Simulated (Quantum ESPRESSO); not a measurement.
# CrBr2: a ladder in the Hubbard U, part 2 of 3

Two starts of CrBr2 are run at each rung of the Hubbard U.

Quantum ESPRESSO 7.5; PBEsol; plane waves with GBRV 1.5 PBEsol potentials, no spin-orbit coupling (settings of the first rung).

So far, largest spin moment in the atom's sphere (μB): step 2 (rung 1, start ferro +) 3.51; step 3 (rung 1, start antiferro q=(0,1/2,0) +-) 3.48; step 4 (rung 2, start ferro +) 3.56; step 5 (rung 2, start antiferro q=(0,1/2,0) +-) 3.54.

## Step 6: Rung 3, start ferro +

Level of this step: PBEsol with U = 3 eV on Cr d (ortho-atomic projectors); plane waves with GBRV 1.5 PBEsol potentials, no spin-orbit coupling (Quantum ESPRESSO).

File pw.in:

```
&CONTROL
  calculation = 'scf'
  prefix = 'pwscf'
  outdir = './tmp'
  pseudo_dir = './pseudo'
  disk_io = 'nowf'
  tprnfor = .true.
  tstress = .true.
/
&SYSTEM
  ibrav = 0
  nat = 3
  ntyp = 2
  ecutwfc = 40
  ecutrho = 280
  nbnd = 23
  occupations = 'smearing'
  smearing = 'fd'
  degauss = 0.00367493
  nspin = 2
  starting_magnetization(1) = 0.2143
  starting_magnetization(2) = 0
/
&ELECTRONS
  conv_thr = 6d-09
  electron_maxstep = 150
  mixing_beta = 0.3
/
ATOMIC_SPECIES
Cr     51.9961 cr_pbesol_v1.5.uspp.F.UPF
Br     79.9040 br_pbesol_v1.4.uspp.F.UPF
CELL_PARAMETERS bohr
   7.0763988374   -3.4601924691    0.0000000000
   7.0763988374    3.4601924691    0.0000000000
  -1.3735417645    0.0000000000   12.2188670766
ATOMIC_POSITIONS crystal
Cr      0.0000000000    0.0000000000    0.0000000000
Br      0.6457740000    0.6457740000    0.2332280000
Br      0.3542260000    0.3542260000    0.7667720000
K_POINTS automatic
6 6 6 0 0 0
HUBBARD {ortho-atomic}
U Cr-3d 3.0000
```

Command:

```sh
$ OMP_NUM_THREADS=1 mpirun -n 4 pw.x -nk 4 -in pw.in > pw.out
```

Log:

```text
     [... lines left out ...]
Program PWSCF v.7.5 starts
     [... lines left out ...]
     number of atoms/cell      =            3
     [... lines left out ...]
     number of electrons       =        28.00
     number of Kohn-Sham states=           23
     kinetic-energy cutoff     =      40.0000  Ry
     charge density cutoff     =     280.0000  Ry
     scf convergence threshold =      6.0E-09
     [... lines left out ...]
      4 Sym. Ops., with inversion, found
     [... lines left out ...]
     number of k points=    68  Fermi-Dirac smearing, width (Ry)=  0.0037
     [... lines left out ...]
     iteration # 14     ecut=    40.00 Ry     beta= 0.30
     [... lines left out ...]
     Magnetic moment per site  (integrated on atomic sphere of radius R)
     atom   1 (R=0.252)  charge= 12.0818  magn=  3.5917
     atom   2 (R=0.252)  charge=  4.8487  magn= -0.0425
     atom   3 (R=0.252)  charge=  4.8487  magn= -0.0425
     [... lines left out ...]
     Tr[ns(  1)] (up, down, total) =   4.22289  0.23016  4.45305
     [... lines left out ...]
     the Fermi energy is     4.4711 ev
!    total energy              =    -256.47360378 Ry
     estimated scf accuracy    <          5.1E-09 Ry
     smearing contrib. (-TS)   =      -0.00000000 Ry
     [... lines left out ...]
     total magnetization       =     4.00 Bohr mag/cell
     absolute magnetization    =     4.28 Bohr mag/cell
     convergence has been achieved in  14 iterations
     [... lines left out ...]
     Total force =     0.006673     Total SCF correction =     0.000187
     [... lines left out ...]
          total   stress  (Ry/bohr**3)                   (kbar)     P=       -8.98
     [... lines left out ...]
```

It took 54 s on 4 MPI ranks of Arm Neoverse V2, shared host; peak memory 0.61 GiB.

This step gave:

```yaml
magnetization: 4 μB
final_state: ferromagnetic
largest_moment: 3.592 μB
```

## Step 7: Rung 3, start antiferro q=(0,1/2,0) +-

File pw.in:

```
&CONTROL
  calculation = 'scf'
  prefix = 'pwscf'
  outdir = './tmp'
  pseudo_dir = './pseudo'
  disk_io = 'nowf'
  tprnfor = .true.
  tstress = .true.
/
&SYSTEM
  ibrav = 0
  nat = 6
  ntyp = 3
  ecutwfc = 40
  ecutrho = 280
  nbnd = 38
  occupations = 'smearing'
  smearing = 'fd'
  degauss = 0.00367493
  nspin = 2
  starting_magnetization(1) = 0.2143
  starting_magnetization(2) = -0.2143
  starting_magnetization(3) = 0
/
&ELECTRONS
  conv_thr = 1.2d-08
  electron_maxstep = 150
  mixing_beta = 0.3
/
ATOMIC_SPECIES
Cr1    51.9961 cr_pbesol_v1.5.uspp.F.UPF
Cr2    51.9961 cr_pbesol_v1.5.uspp.F.UPF
Br     79.9040 br_pbesol_v1.4.uspp.F.UPF
CELL_PARAMETERS bohr
   7.0763988374   -3.4601924691    0.0000000000
  14.1527976748    6.9203849383    0.0000000000
  -1.3735417645    0.0000000000   12.2188670766
ATOMIC_POSITIONS crystal
Cr1     0.0000000000    0.0000000000    0.0000000000
Cr2     0.0000000000    0.5000000000    0.0000000000
Br      0.6457740000    0.3228870000    0.2332280000
Br      0.6457740000    0.8228870000    0.2332280000
Br      0.3542260000    0.1771130000    0.7667720000
Br      0.3542260000    0.6771130000    0.7667720000
K_POINTS automatic
6 3 6 0 0 0
HUBBARD {ortho-atomic}
U Cr1-3d 3.0000
U Cr2-3d 3.0000
```

Log:

```text
     [... lines left out ...]
Program PWSCF v.7.5 starts
     [... lines left out ...]
     number of atoms/cell      =            6
     [... lines left out ...]
     number of electrons       =        56.00
     number of Kohn-Sham states=           38
     kinetic-energy cutoff     =      40.0000  Ry
     charge density cutoff     =     280.0000  Ry
     scf convergence threshold =      1.2E-08
     [... lines left out ...]
      2 Sym. Ops., with inversion, found
     [... lines left out ...]
     number of k points=    56  Fermi-Dirac smearing, width (Ry)=  0.0037
     [... lines left out ...]
     iteration # 14     ecut=    40.00 Ry     beta= 0.30
     [... lines left out ...]
     Magnetic moment per site  (integrated on atomic sphere of radius R)
     atom   1 (R=0.252)  charge= 12.0808  magn=  3.5776
     atom   2 (R=0.252)  charge= 12.0808  magn= -3.5776
     atom   3 (R=0.252)  charge=  4.8486  magn= -0.0102
     atom   4 (R=0.252)  charge=  4.8486  magn=  0.0102
     atom   5 (R=0.252)  charge=  4.8486  magn=  0.0102
     atom   6 (R=0.252)  charge=  4.8486  magn= -0.0102
     [... lines left out ...]
     Tr[ns(  1)] (up, down, total) =   4.22073  0.23496  4.45569
     [... lines left out ...]
     Tr[ns(  2)] (up, down, total) =   0.23496  4.22073  4.45569
     [... lines left out ...]
     the Fermi energy is     4.3827 ev
!    total energy              =    -512.94769010 Ry
     estimated scf accuracy    <       0.00000001 Ry
     smearing contrib. (-TS)   =      -0.00000000 Ry
     [... lines left out ...]
     total magnetization       =    -0.00 Bohr mag/cell
     absolute magnetization    =     8.48 Bohr mag/cell
     convergence has been achieved in  14 iterations
     [... lines left out ...]
     Total force =     0.008004     Total SCF correction =     0.000070
     [... lines left out ...]
          total   stress  (Ry/bohr**3)                   (kbar)     P=      -10.19
     [... lines left out ...]
```

It took 3.3 min on 4 MPI ranks; peak memory 1.2 GiB; 13 min of CPU time.

Read from the output:

```
magnetization  : 0 μB
final state    : antiferromagnetic
largest moment : 3.578 μB
```

## Step 8: Rung 4, start ferro +

File pw.in:

```
&CONTROL
  calculation = 'scf'
  prefix = 'pwscf'
  outdir = './tmp'
  pseudo_dir = './pseudo'
  disk_io = 'nowf'
  tprnfor = .true.
  tstress = .true.
/
&SYSTEM
  ibrav = 0
  nat = 3
  ntyp = 2
  ecutwfc = 40
  ecutrho = 280
  nbnd = 23
  occupations = 'smearing'
  smearing = 'fd'
  degauss = 0.00367493
  nspin = 2
  starting_magnetization(1) = 0.2143
  starting_magnetization(2) = 0
/
&ELECTRONS
  conv_thr = 6d-09
  electron_maxstep = 150
  mixing_beta = 0.3
/
ATOMIC_SPECIES
Cr     51.9961 cr_pbesol_v1.5.uspp.F.UPF
Br     79.9040 br_pbesol_v1.4.uspp.F.UPF
CELL_PARAMETERS bohr
   7.0763988374   -3.4601924691    0.0000000000
   7.0763988374    3.4601924691    0.0000000000
  -1.3735417645    0.0000000000   12.2188670766
ATOMIC_POSITIONS crystal
Cr      0.0000000000    0.0000000000    0.0000000000
Br      0.6457740000    0.6457740000    0.2332280000
Br      0.3542260000    0.3542260000    0.7667720000
K_POINTS automatic
6 6 6 0 0 0
HUBBARD {ortho-atomic}
U Cr-3d 4.5000
```

Log:

```text
     [... lines left out ...]
Program PWSCF v.7.5 starts
     [... lines left out ...]
     number of atoms/cell      =            3
     [... lines left out ...]
     number of electrons       =        28.00
     number of Kohn-Sham states=           23
     kinetic-energy cutoff     =      40.0000  Ry
     charge density cutoff     =     280.0000  Ry
     scf convergence threshold =      6.0E-09
     [... lines left out ...]
      4 Sym. Ops., with inversion, found
     [... lines left out ...]
     number of k points=    68  Fermi-Dirac smearing, width (Ry)=  0.0037
     [... lines left out ...]
     iteration # 16     ecut=    40.00 Ry     beta= 0.30
     [... lines left out ...]
     Magnetic moment per site  (integrated on atomic sphere of radius R)
     atom   1 (R=0.252)  charge= 12.0696  magn=  3.6160
     atom   2 (R=0.252)  charge=  4.8556  magn= -0.0466
     atom   3 (R=0.252)  charge=  4.8556  magn= -0.0466
     [... lines left out ...]
     Tr[ns(  1)] (up, down, total) =   4.21387  0.20285  4.41672
     [... lines left out ...]
     the Fermi energy is     4.2935 ev
!    total energy              =    -256.44801573 Ry
     estimated scf accuracy    <          5.6E-10 Ry
     smearing contrib. (-TS)   =      -0.00000000 Ry
     [... lines left out ...]
     total magnetization       =     4.00 Bohr mag/cell
     absolute magnetization    =     4.29 Bohr mag/cell
     convergence has been achieved in  16 iterations
     [... lines left out ...]
     Total force =     0.006062     Total SCF correction =     0.000015
     [... lines left out ...]
          total   stress  (Ry/bohr**3)                   (kbar)     P=       -2.35
     [... lines left out ...]
```

Elapsed: 59 s, on 4 MPI ranks; peak memory 0.61 GiB.

Read from the output:

* magnetization: 4 μB
* final state: ferromagnetic
* largest moment: 3.616 μB

## Step 9: Rung 4, start antiferro q=(0,1/2,0) +-

File pw.in:

```
&CONTROL
  calculation = 'scf'
  prefix = 'pwscf'
  outdir = './tmp'
  pseudo_dir = './pseudo'
  disk_io = 'nowf'
  tprnfor = .true.
  tstress = .true.
/
&SYSTEM
  ibrav = 0
  nat = 6
  ntyp = 3
  ecutwfc = 40
  ecutrho = 280
  nbnd = 38
  occupations = 'smearing'
  smearing = 'fd'
  degauss = 0.00367493
  nspin = 2
  starting_magnetization(1) = 0.2143
  starting_magnetization(2) = -0.2143
  starting_magnetization(3) = 0
/
&ELECTRONS
  conv_thr = 1.2d-08
  electron_maxstep = 150
  mixing_beta = 0.3
/
ATOMIC_SPECIES
Cr1    51.9961 cr_pbesol_v1.5.uspp.F.UPF
Cr2    51.9961 cr_pbesol_v1.5.uspp.F.UPF
Br     79.9040 br_pbesol_v1.4.uspp.F.UPF
CELL_PARAMETERS bohr
   7.0763988374   -3.4601924691    0.0000000000
  14.1527976748    6.9203849383    0.0000000000
  -1.3735417645    0.0000000000   12.2188670766
ATOMIC_POSITIONS crystal
Cr1     0.0000000000    0.0000000000    0.0000000000
Cr2     0.0000000000    0.5000000000    0.0000000000
Br      0.6457740000    0.3228870000    0.2332280000
Br      0.6457740000    0.8228870000    0.2332280000
Br      0.3542260000    0.1771130000    0.7667720000
Br      0.3542260000    0.6771130000    0.7667720000
K_POINTS automatic
6 3 6 0 0 0
HUBBARD {ortho-atomic}
U Cr1-3d 4.5000
U Cr2-3d 4.5000
```

Log:

```text
     [... lines left out ...]
Program PWSCF v.7.5 starts
     [... lines left out ...]
     number of atoms/cell      =            6
     [... lines left out ...]
     number of electrons       =        56.00
     number of Kohn-Sham states=           38
     kinetic-energy cutoff     =      40.0000  Ry
     charge density cutoff     =     280.0000  Ry
     scf convergence threshold =      1.2E-08
     [... lines left out ...]
      2 Sym. Ops., with inversion, found
     [... lines left out ...]
     number of k points=    56  Fermi-Dirac smearing, width (Ry)=  0.0037
     [... lines left out ...]
     iteration # 17     ecut=    40.00 Ry     beta= 0.30
     [... lines left out ...]
     Magnetic moment per site  (integrated on atomic sphere of radius R)
     atom   1 (R=0.252)  charge= 12.0688  magn=  3.6052
     atom   2 (R=0.252)  charge= 12.0688  magn= -3.6052
     atom   3 (R=0.252)  charge=  4.8557  magn= -0.0085
     atom   4 (R=0.252)  charge=  4.8557  magn=  0.0085
     atom   5 (R=0.252)  charge=  4.8557  magn=  0.0085
     atom   6 (R=0.252)  charge=  4.8557  magn= -0.0085
     [... lines left out ...]
     Tr[ns(  1)] (up, down, total) =   4.21264  0.20586  4.41851
     [... lines left out ...]
     Tr[ns(  2)] (up, down, total) =   0.20586  4.21264  4.41851
     [... lines left out ...]
     the Fermi energy is     4.3156 ev
!    total energy              =    -512.89595842 Ry
     estimated scf accuracy    <          7.0E-09 Ry
     smearing contrib. (-TS)   =      -0.00000000 Ry
     [... lines left out ...]
     total magnetization       =    -0.00 Bohr mag/cell
     absolute magnetization    =     8.51 Bohr mag/cell
     convergence has been achieved in  17 iterations
     [... lines left out ...]
     Total force =     0.009799     Total SCF correction =     0.000231
     [... lines left out ...]
          total   stress  (Ry/bohr**3)                   (kbar)     P=       -3.03
     [... lines left out ...]
```

It took 3.8 min on 4 MPI ranks; peak memory 1.2 GiB.

This step gave:

```yaml
magnetization: 0 μB
final_state: antiferromagnetic
largest_moment: 3.605 μB
```

## Step 10: Rung 5, start ferro +

File pw.in:

```
&CONTROL
  calculation = 'scf'
  prefix = 'pwscf'
  outdir = './tmp'
  pseudo_dir = './pseudo'
  disk_io = 'nowf'
  tprnfor = .true.
  tstress = .true.
/
&SYSTEM
  ibrav = 0
  nat = 3
  ntyp = 2
  ecutwfc = 40
  ecutrho = 280
  nbnd = 23
  occupations = 'smearing'
  smearing = 'fd'
  degauss = 0.00367493
  nspin = 2
  starting_magnetization(1) = 0.2143
  starting_magnetization(2) = 0
/
&ELECTRONS
  conv_thr = 6d-09
  electron_maxstep = 150
  mixing_beta = 0.3
/
ATOMIC_SPECIES
Cr     51.9961 cr_pbesol_v1.5.uspp.F.UPF
Br     79.9040 br_pbesol_v1.4.uspp.F.UPF
CELL_PARAMETERS bohr
   7.0763988374   -3.4601924691    0.0000000000
   7.0763988374    3.4601924691    0.0000000000
  -1.3735417645    0.0000000000   12.2188670766
ATOMIC_POSITIONS crystal
Cr      0.0000000000    0.0000000000    0.0000000000
Br      0.6457740000    0.6457740000    0.2332280000
Br      0.3542260000    0.3542260000    0.7667720000
K_POINTS automatic
6 6 6 0 0 0
HUBBARD {ortho-atomic}
U Cr-3d 6.0000
```

Log:

```text
     [... lines left out ...]
Program PWSCF v.7.5 starts
     [... lines left out ...]
     number of atoms/cell      =            3
     [... lines left out ...]
     number of electrons       =        28.00
     number of Kohn-Sham states=           23
     kinetic-energy cutoff     =      40.0000  Ry
     charge density cutoff     =     280.0000  Ry
     scf convergence threshold =      6.0E-09
     [... lines left out ...]
      4 Sym. Ops., with inversion, found
     [... lines left out ...]
     number of k points=    68  Fermi-Dirac smearing, width (Ry)=  0.0037
     [... lines left out ...]
     iteration # 17     ecut=    40.00 Ry     beta= 0.30
     [... lines left out ...]
     Magnetic moment per site  (integrated on atomic sphere of radius R)
     atom   1 (R=0.252)  charge= 12.0554  magn=  3.6311
     atom   2 (R=0.252)  charge=  4.8625  magn= -0.0477
     atom   3 (R=0.252)  charge=  4.8625  magn= -0.0477
     [... lines left out ...]
     Tr[ns(  1)] (up, down, total) =   4.19870  0.17991  4.37861
     [... lines left out ...]
     the Fermi energy is     4.6637 ev
!    total energy              =    -256.42471490 Ry
     estimated scf accuracy    <          3.5E-09 Ry
     smearing contrib. (-TS)   =      -0.00000000 Ry
     [... lines left out ...]
     total magnetization       =     4.00 Bohr mag/cell
     absolute magnetization    =     4.29 Bohr mag/cell
     convergence has been achieved in  17 iterations
     [... lines left out ...]
     Total force =     0.012079     Total SCF correction =     0.000088
     [... lines left out ...]
          total   stress  (Ry/bohr**3)                   (kbar)     P=        4.32
     [... lines left out ...]
```

The job ended after 61 s (4 MPI ranks; peak memory 0.61 GiB).

Read from the output:

* magnetization: 4 μB
* final state: ferromagnetic
* largest moment: 3.631 μB

## Step 11: Rung 5, start antiferro q=(0,1/2,0) +-

File pw.in:

```
&CONTROL
  calculation = 'scf'
  prefix = 'pwscf'
  outdir = './tmp'
  pseudo_dir = './pseudo'
  disk_io = 'nowf'
  tprnfor = .true.
  tstress = .true.
/
&SYSTEM
  ibrav = 0
  nat = 6
  ntyp = 3
  ecutwfc = 40
  ecutrho = 280
  nbnd = 38
  occupations = 'smearing'
  smearing = 'fd'
  degauss = 0.00367493
  nspin = 2
  starting_magnetization(1) = 0.2143
  starting_magnetization(2) = -0.2143
  starting_magnetization(3) = 0
/
&ELECTRONS
  conv_thr = 1.2d-08
  electron_maxstep = 150
  mixing_beta = 0.3
/
ATOMIC_SPECIES
Cr1    51.9961 cr_pbesol_v1.5.uspp.F.UPF
Cr2    51.9961 cr_pbesol_v1.5.uspp.F.UPF
Br     79.9040 br_pbesol_v1.4.uspp.F.UPF
CELL_PARAMETERS bohr
   7.0763988374   -3.4601924691    0.0000000000
  14.1527976748    6.9203849383    0.0000000000
  -1.3735417645    0.0000000000   12.2188670766
ATOMIC_POSITIONS crystal
Cr1     0.0000000000    0.0000000000    0.0000000000
Cr2     0.0000000000    0.5000000000    0.0000000000
Br      0.6457740000    0.3228870000    0.2332280000
Br      0.6457740000    0.8228870000    0.2332280000
Br      0.3542260000    0.1771130000    0.7667720000
Br      0.3542260000    0.6771130000    0.7667720000
K_POINTS automatic
6 3 6 0 0 0
HUBBARD {ortho-atomic}
U Cr1-3d 6.0000
U Cr2-3d 6.0000
```

Log:

```text
     [... lines left out ...]
Program PWSCF v.7.5 starts
     [... lines left out ...]
     number of atoms/cell      =            6
     [... lines left out ...]
     number of electrons       =        56.00
     number of Kohn-Sham states=           38
     kinetic-energy cutoff     =      40.0000  Ry
     charge density cutoff     =     280.0000  Ry
     scf convergence threshold =      1.2E-08
     [... lines left out ...]
      2 Sym. Ops., with inversion, found
     [... lines left out ...]
     number of k points=    56  Fermi-Dirac smearing, width (Ry)=  0.0037
     [... lines left out ...]
     iteration # 18     ecut=    40.00 Ry     beta= 0.30
     [... lines left out ...]
     Magnetic moment per site  (integrated on atomic sphere of radius R)
     atom   1 (R=0.252)  charge= 12.0547  magn=  3.6221
     atom   2 (R=0.252)  charge= 12.0547  magn= -3.6221
     atom   3 (R=0.252)  charge=  4.8626  magn= -0.0071
     atom   4 (R=0.252)  charge=  4.8626  magn=  0.0071
     atom   5 (R=0.252)  charge=  4.8626  magn=  0.0071
     atom   6 (R=0.252)  charge=  4.8626  magn= -0.0071
     [... lines left out ...]
     Tr[ns(  1)] (up, down, total) =   4.19788  0.18189  4.37977
     [... lines left out ...]
     Tr[ns(  2)] (up, down, total) =   0.18189  4.19788  4.37977
     [... lines left out ...]
     the Fermi energy is     4.4208 ev
!    total energy              =    -512.84903104 Ry
     estimated scf accuracy    <          1.5E-09 Ry
     smearing contrib. (-TS)   =      -0.00000000 Ry
     [... lines left out ...]
     total magnetization       =     0.00 Bohr mag/cell
     absolute magnetization    =     8.51 Bohr mag/cell
     convergence has been achieved in  18 iterations
     [... lines left out ...]
     Total force =     0.018874     Total SCF correction =     0.000023
     [... lines left out ...]
          total   stress  (Ry/bohr**3)                   (kbar)     P=        3.73
     [... lines left out ...]
```

Elapsed: 3.8 min, on 4 MPI ranks; peak memory 1.2 GiB.

This step gave:

```yaml
magnetization: 0 μB
final_state: antiferromagnetic
largest_moment: 3.622 μB
```

(Continued in part 3 of 3.)

[Logs and program files are shortened in this print: banners, set-up blocks, solver, clock and traceback lines can be left out without a mark of their own.]

[Logs are printed without paths, hosts, clocks, repeated set-up lines and the standing remarks that a program may print on its own settings, such as how far it seeks lower states.]

[Hosts, paths, dates, database ids (printed as entryN), source tags and the programs' standing remarks are cut or masked in the printed files.]

[Where a cell is said to come from a database of computed structures, the database is the Materials Project.]
